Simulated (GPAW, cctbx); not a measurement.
# (LiCl)1(MgS)1: what bonding does to one electron reflection, worked out

(LiCl)1(MgS)1, P4/mmm (no. 123), a = 3.6355 Å, b = 3.6355 Å, c = 5.2946 Å, α = 90.00°, β = 90.00°, γ = 90.00°.

```csv
atom,mult.,x,y,z
Cl1,1,1/2,1/2,0
S1,1,0,0,1/2
Mg1,1,1/2,1/2,1/2
Li1,1,0,0,0
```

The cell is a (LiCl)1(MgS)1 superlattice along [001] of the rock-salt type, started at the mean lattice constant and relaxed freely, with no substrate.

A DFT run (GPAW, PBE, 550 eV, 7×7×5 k-points (along the axes of the calculation cell), Fermi–Dirac width 0.05 eV) gives the static X-ray structure factor of 100 as 8.500 e for the conventional cell; superposed free atoms give 8.816 e. **Problem.** Find the Fourier component V of the crystal potential and the two-beam extinction distance at 200 kV in both cases.

## Step 1: Geometry

The cell volume is Ω = 69.98 Å³ and d(100) = 3.6355 Å, so g = 1/d = 0.2751 Å⁻¹.

## Step 2: The nuclei

Electrons feel nuclei as well as electrons, so the nuclear charges are summed with the same phases.

Phase sums Σ exp(2πi h·x), turned so that the total is real and positive: Cl +1.000, S -1.000, Mg +1.000, Li -1.000. Then F_Z = 17 × (+1.000) + 16 × (-1.000) + 12 × (+1.000) + 3 × (-1.000) = 10.00 e. The electron term has the same sign for this reflection.

## Step 3: Mott–Bethe

Poisson's equation, term by term, gives V = (e/4πε₀)(F_Z − F)/(πΩg²), with e/4πε₀ = 14.3996 V Å.

The prefactor is 14.3996 × 3.6355²/(π × 69.98) = 0.86570 V per electron. Free atoms: (10.00 − 8.816) × 0.86570 = 1.025 V. Crystal: (10.00 − 8.500) × 0.86570 = 1.299 V. F changes by -3.58 % and V by +26.7 %: the same 0.32 e is measured against F_Z − F = 1.2 e in place of F = 8.8 e.

## Step 4: Extinction distance

In the two-beam case ξ = 1/(λU) with U = 2γm₀eV/h², that is ξ = 150.41 V Å²/(γλV).

At 200 kV, λ = 0.02508 Å and γ = 1.3914. Free atoms: ξ = 4205 Å. Crystal: ξ = 3319 Å. The thickness fringes go as sin²(πt/ξ), so the two patterns slip by a quarter of a period when t|1/ξ₁ − 1/ξ₀| = 1/4, at t ≈ 394 nm. Thermal motion, absorption and many-beam coupling, left out here, change a real pattern.

## Step 5: Answer

V(100) is 1.30 V against 1.02 V, and ξ is 3319 against 4205 Å. Limits: static atoms, two beams.

[Outputs are excerpts: Python notices, other lines and further rows are left out; steps that failed or that the build refused (PBEsol, TPSS) are not shown.]

[Logs are printed without paths, hosts, clocks, repeated set-up lines and the standing remarks that a program may print on its own settings, such as how far it seeks lower states.]
